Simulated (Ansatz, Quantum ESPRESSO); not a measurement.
# Sr2C (Fm-3m): zone-centre phonons, part 3 of 3

Which modes does Sr2C (Fm-3m) have at the zone centre?

Quantum ESPRESSO 7.5; DFT PBE, scalar-relativistic, plane waves, GBRV ultrasoft pseudopotentials.

So far. Step 5 (Linear response at Γ): The acoustic modes at Γ come out as far as 1.3 cm⁻¹ from zero, where they should vanish, a small numerical error. Step 6 (Zone-centre analysis): The rule moves no optical mode by more than 0.1 cm⁻¹.

The structure was built from a prototype and need not be the compound's stable phase.

## (9) The same in Ansatz

The same cell goes through another code, with its own cutoff. The potentials differ. Its k mesh is centred on Γ.

This step: DFT PBE, scalar-relativistic, plane waves, PseudoDojo norm-conserving pseudopotentials (Ansatz 0.2.0).

Contents of input.yaml:

```yaml
crystal:
  lattice:
    - [-3.372282, 0.0, 3.372282]
    - [0.0, 3.372282, 3.372282]
    - [-3.372282, 3.372282, 0.0]
  atoms:
    - { symbol: Sr, position: [0.75, 0.75, 0.75] }
    - { symbol: Sr, position: [0.25, 0.25, 0.25] }
    - { symbol: C, position: [0.0, 0.0, 0.0] }
kpoints:
  mp_grid: { grid: [10, 10, 10] }
hamiltonian:
  xc: pbe
  pseudopotentials: { kind: nc, accuracy: standard }
scf:
  occupations: { method: cold, width: 0.27211 }
output:
  eigenvalues: true
phonons:
  method: dfpt
```

Command:

```console
> ansatz run input.yaml --threads 2 --pin off --max-ram 4096MiB --backend cpu --events-out ev --progress --plain --runs-dir out
```

Numbers of over 12 decimals in the logs are rounded to 6 here.

The log of the run:

```text
zone centre: on kpoints.mp_grid the ground state, and the responses unless they are solved on pairs of k-points, stand on 102 of the mesh's 1000 k-points, reduced under 8 symmetry operations, with k and −k counted as one. Each operation leaves every solved displacement unchanged or reverses it
Engine: ansatz 0.2.0, x86_64-unknown-linux-gnu
Pseudopotentials: kind: nc
Pseudopotential: Sr, nc, valence charge 10, recommended cutoff 925.187132 eV (normal), Sr.nc.azcp (PseudoDojo's, or run here from an input of PseudoDojo's; its table is named by hamiltonian.pseudopotentials.accuracy)
Pseudopotential: C, nc, valence charge 4, recommended cutoff 1115.666836 eV (normal), C.nc.azcp (PseudoDojo's, or run here from an input of PseudoDojo's; its table is named by hamiltonian.pseudopotentials.accuracy)
Functional definition: PBE
  parameter kappa = 0.804
  parameter beta = 0.066725
  exchange = pbe_x(kappa = kappa, mu = beta*pi^2/3)
  correlation = pbe_c(beta = beta)
Crystal: 3 atoms, lattice volume = 76.701 Å³
Basis set: ecut = 1115.666836 eV, 6423 PW (Γ), exchange–correlation on 108×108×108 points (8 copies of the dense FFT grid, shifted against one another)
Bands: 16, of which v1, the nominal top of the filled ones, is band 12 counted from 1 (11 counted from 0)
Symmetry: 48 space group operations
k-points: 102 of 1000 (irreducible under 8 space group operations, time reversal used)
Non-local potential: Sr, projectors of the file, l = 0: 2, l = 1: 2, l = 2: 2
Non-local potential: C, projectors of the file, l = 0: 2, l = 1: 2
Initial density: superposition of atomic densities (chi_scale 0.1, normalization cell, long waves kept (reshape's long-wave potential 0.00 eV rms))
Initial wavefunctions: pseudopotential atomic-orbital guess
Functional: x = pbe(κ = 0.804, μ = 0.219515), c = pbe(β = 0.066725)
SCF iter   1: F=—  HF=-2025.576798 eV  |F-HF|=—  |Δ(HF+E_count)|=         —  Δρ=3.49e-2  dr2=2.66e0  ethr=3.10e-3  ⟨swp⟩=6.7  Hψ=10259  notcnv=0
preconditioner: auto → Kerker (q_TF=auto, 2.248 Å⁻¹)  [metal: Δε(μ)=0.281 eV  Ē_g=14.074 eV  σ=0.272 eV  W_gap=0.46  n_scr=14 (ndim 8)  ℏωp=19.0 eV  f_vac=0.000  D(μ)=-0.00/eV (n_scr^D=0)]
SCF iter   2: F=—  HF=-2025.224877 eV  |F-HF|=—  |Δ(HF+E_count)|=   4.07e-1  S|Δr|=   1.05e-1  Δρ=2.00e-2  dr2=4.92e-1  ethr=3.10e-3  ⟨swp⟩=2.3  Hψ=2873  notcnv=0
SCF iter   3: F=—  HF=-2025.168154 eV  |F-HF|=—  |Δ(HF+E_count)|=   5.67e-2  S|Δr|=    0.00e0  Δρ=9.83e-3  dr2=1.91e-1  ethr=2.05e-3  ⟨swp⟩=1.0  Hψ=1635  notcnv=0
SCF iter   4: F=—  HF=-2025.141078 eV  |F-HF|=—  |Δ(HF+E_count)|=   2.71e-2  S|Δr|=    0.00e0  Δρ=2.38e-3  dr2=8.14e-3  ethr=7.95e-4  ⟨swp⟩=2.0  Hψ=1862  notcnv=0
SCF iter   5: F=—  HF=-2025.141883 eV  |F-HF|=—  |Δ(HF+E_count)|=   8.05e-4  S|Δr|=    0.00e0  Δρ=1.65e-3  dr2=5.68e-3  ethr=3.39e-5  ⟨swp⟩=2.0  Hψ=2029  notcnv=0
SCF iter   6: F=—  HF=-2025.141309 eV  |F-HF|=—  |Δ(HF+E_count)|=   5.74e-4  S|Δr|=    0.00e0  Δρ=6.34e-4  dr2=7.41e-4  ethr=2.37e-5  ⟨swp⟩=1.0  Hψ=1632  notcnv=0
SCF iter   7: F=—  HF=-2025.141249 eV  |F-HF|=—  |Δ(HF+E_count)|=   5.99e-5  S|Δr|=    0.00e0  Δρ=9.52e-5  dr2=1.11e-5  ethr=3.09e-6  ⟨swp⟩=2.0  Hψ=1856  notcnv=0
SCF iter   8: F=—  HF=-2025.141249 eV  |F-HF|=—  |Δ(HF+E_count)|=   5.07e-7  S|Δr|=    0.00e0  Δρ=1.24e-5  dr2=2.03e-7  ethr=4.64e-8  ⟨swp⟩=2.0  Hψ=2668  notcnv=0
SCF iter   9: F=—  HF=-2025.141215 eV  |F-HF|=—  |Δ(HF+E_count)|=   3.45e-5  S|Δr|=    0.00e0  Δρ=3.08e-6  dr2=9.66e-9  ethr=8.46e-10  ⟨swp⟩=2.1  Hψ=2892  notcnv=0
SCF iter  10: F=—  HF=-2025.141215 eV  |F-HF|=—  |Δ(HF+E_count)|=   1.10e-9  S|Δr|=    0.00e0  Δρ=6.04e-7  dr2=3.40e-10  ethr=4.03e-11  ⟨swp⟩=2.3  Hψ=2175  notcnv=0
SCF iter  11: F=—  HF=-2025.141215 eV  |F-HF|=—  |Δ(HF+E_count)|=  1.24e-10  S|Δr|=    0.00e0  Δρ=1.34e-7  dr2=1.99e-11  ethr=1.42e-12  ⟨swp⟩=2.6  Hψ=2713  notcnv=0
SCF iter  12: F=-2025.141215 eV  HF=-2025.141215 eV  |F-HF|=0.00e0  |Δ(HF+E_count)|=  2.27e-12  S|Δr|=    0.00e0  Δρ=2.26e-8  dr2=1.68e-13  ethr=1.00e-12  ⟨swp⟩=7.5  Hψ=10006  notcnv=0
SCF 1 converged in 12 iterations: F = -2025.141215 eV  dr2 = 1.68e-13
DFPT response loops at Γ: preconditioner auto → Kerker (q_TF=auto, 2.248 Å⁻¹) (partly filled bands, converged f_vac=0.000); β = 1.00, the filter's whole step (`scf.mixing.beta` (0.50) is not read by the response loops under this deck's `scf.mixing.preconditioner`; to damp them name `kerker` or `kerker_dos`, under which they read `scf.mixing.beta`, and type it under 1.00, their step now; both keys bind the ground state too); Broyden in place of MSR1
SCF converged after 12 iterations
Stability not checked: this state was not tested for a lower state beside it, because cold or Methfessel-Paxton smearing, or corrected tetrahedra, fill the levels in a way that the test cannot read (fill_not_monotonic; see scf.lower_state_search)
Free energy (F): -2025.141215 eV
Harris-Foulkes:  -2025.141215 eV  (|F-HF|=0.00e0)
Internal energy: -2025.172057 eV  (E = F + TS)
E sigma→0 (E₀):  -2025.151495 eV
Entropy (-TS):   0.030842 eV (10.281 meV/atom)
Fermi energy:    8.270407 eV
--- Per-component energies (eV) ---
  E_band       = -171.772638
  E_kinetic    = 603.566956
  E_local      = -1272.800573  (includes V_loc(G=0)·N_el)
  E_nonlocal   = 271.260763
  E_hartree    = 312.167801
  E_xc         = -512.560739
  E_vxc        = -398.135389  (∫ρ·V_xc dr)
  E_ewald      = -1426.806264
  E_smearing   = 0.030842  (= −TS)
  E_closure    = 0.000000  (closes the sum)
  Σ components = -2025.141215   (vs F -2025.141215, Δ=0.00e0)
--- Band table (eV; the first three rows and the last of 102) ---
  k-point 0: bands = [... 8 lower, 0.0361, 6.9050, 6.9050, 6.9050, 8.1388, 9.5941, 9.5941, 13.3506]
  k-point 1: bands = [... 8 lower, 0.0889, 6.6764, 6.9687, 6.9687, 8.6176, 9.6763, 9.6763, 12.9248]
  k-point 2: bands = [... 8 lower, 0.2233, 6.4398, 7.1455, 7.1455, 9.5376, 9.9166, 9.9166, 12.1676]
  k-point 101: bands = [... 8 lower, 0.6145, 6.2657, 8.2132, 8.2686, 8.2686, 10.3359, 10.5362, 12.9063]
--- Phonons (Γ-DFPT): 2 representative perturbations + reference, on 102 of 1000 k-points (Σ response iterations 6) ---
  k mesh reduced under 8 symmetry operations, with k and −k counted as one. Each operation leaves every solved displacement unchanged or reverses it
  ASR residual: 2.999e-5 → 0.000e0 eV/Å²; symmetrization residual: 1.446e-6 eV/Å²
  ASR residual per site (eV/Å²): 3.00e-5 3.00e-5 2.61e-6
  Γ frequencies (cm⁻¹): 0.00 0.00 0.00 128.43 128.43 128.43 179.88 179.88 179.88
  non-analytic LO–TO correction: not included (Born effective charges unavailable; polar crystals: no LO–TO splitting at Γ)
```

It took 36 s on 2 threads of Intel Xeon 6975P-C (Granite Rapids), shared host; peak memory 1.8 GiB; 70 s of CPU time.

Read from the output:

```
sum-rule residual before enforcement             : 3.00e-5 eV/Å²
highest optical zone-centre mode (no LO-TO term) : 179.9 cm⁻¹
```

## (10) The two compared: QE GBRV and Ansatz, PseudoDojo

Worked out from the results:

| Quantity | Value |
| --- | --- |
| root-mean-square difference | 0.22 cm⁻¹ |
| largest difference | 0.31 cm⁻¹ |

Frequencies side by side, by row:

| q (reciprocal lattice) | mode | QE GBRV (cm⁻¹) | Ansatz, PseudoDojo (cm⁻¹) |
| --- | --- | --- | --- |
| 0 0 0 | 1 | 0 | 0 |
| 0 0 0 | 2 | 0 | 0 |
| 0 0 0 | 3 | 0 | 0 |
| 0 0 0 | 4 | 128.4 | 128.4 |
| 0 0 0 | 5 | 128.4 | 128.4 |
| 0 0 0 | 6 | 128.4 | 128.4 |
| 0 0 0 | 7 | 179.6 | 179.9 |
| 0 0 0 | 8 | 179.6 | 179.9 |
| 0 0 0 | 9 | 179.6 | 179.9 |

At the zone centre the largest difference (acoustic modes at Γ apart) is 0.2 % of the highest mode.

## (11) Summary of results

```yaml
space_group_after_relaxation: Fm-3m
volume_per_atom: 25.6 Å³
highest_optical_zone_centre_mode_no_lo_to_term: 179.6 cm⁻¹
lowest_optical_zone_centre_mode: 128.4 cm⁻¹
imaginary_optical_modes_at_the_zone_centre_no_q_mesh_in_this_session: none
largest_difference_from_ansatz_pseudodojo: 0.31 cm⁻¹
```

At the PBE level the optical modes of Sr2C (Fm-3m) at the zone centre run from 128 to 180 cm⁻¹. Of the 6 optical modes, 3 are Raman active alone and 3 are infrared active alone; inversion symmetry keeps the two sets apart. QE GBRV and Ansatz, PseudoDojo agree to 0.31 cm⁻¹ (0.2 % of the highest mode compared) on all solved modes but the acoustic ones at Γ, without the LO-TO term. These are harmonic frequencies at zero temperature: anharmonic shifts and linewidths and thermal expansion are left out. In a metal the frequencies hang on the k mesh and the smearing, most of all near Kohn anomalies. The structure is a hypothetical one, built on a prototype.

[Host names and launcher messages were left out of these logs when they were recorded.]

[Logs are printed without paths, hosts, clocks, repeated set-up lines and the standing remarks that a program may print on its own settings, such as how far it seeks lower states.]

[Hosts, paths, dates, database ids (printed as entryN), source tags and the programs' standing remarks are cut or masked in the printed files.]
